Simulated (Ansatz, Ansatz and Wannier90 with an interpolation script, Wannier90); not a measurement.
Planning a run of Wannier90 4.0.3 on TiO2 (Anatase). The input:

```
num_iter = 1200
conv_tol = 1.0e-8
conv_window = 5
dis_num_iter = 4000
dis_conv_tol = 1.0e-8
dis_mix_ratio = 0.7
write_hr = true
use_ws_distance = false
num_print_cycles = 50
! ansatz wannier90 interface
! projections by site (counted from 0) and shell: 2 2P, 3 2P, 4 2P, 5 2P, 0 3D, 1 3D
! states of the run's bands (counted from 1): 1-35
num_bands = 35
num_wann  = 22
dis_win_min = 2.01
dis_win_max = 15.49
dis_froz_min = 2.01
dis_froz_max = 11.97
guiding_centres = true
ws_search_size = 2 2 3

begin unit_cell_cart
Ang
                  -1.8921                   1.8921                   4.7573
                   1.8921                  -1.8921                   4.7573
                   1.8921                   1.8921                  -4.7573
end unit_cell_cart

begin atoms_frac
Ti                       0.0                      0.0                      0.0
Ti                      0.75                     0.25                      0.5
O                     0.2081                   0.2081                      0.0
O                     0.9581                   0.4581                      0.5
O                     0.5419                   0.0419                      0.5
O                     0.7919                   0.7919                      0.0
end atoms_frac

mp_grid = 12 12 12

[... the mesh's points ...]
```

```sh
OMP_NUM_THREADS=1 mpirun -n 4 wannier90.x w > wannier90.x.log
```

**Question.** Estimate wall time and host memory on 4 MPI ranks of Arm Neoverse V1, shared host.

It took 64 s; on shared hardware allow 32 s to 2.1 min.

[Paths, hosts, dates, memory and timing lines, banners, echoed tables and standing remarks are left out of the program output.]

[Logs are printed without paths, hosts, clocks, repeated set-up lines and the standing remarks that a program may print on its own settings, such as how far it seeks lower states.]

[Runs of the session that timed out or met a known fault of the program may be left out.]

[Hosts, paths, dates, database ids (printed as entryN), source tags and the programs' standing remarks are cut or masked in the printed files.]
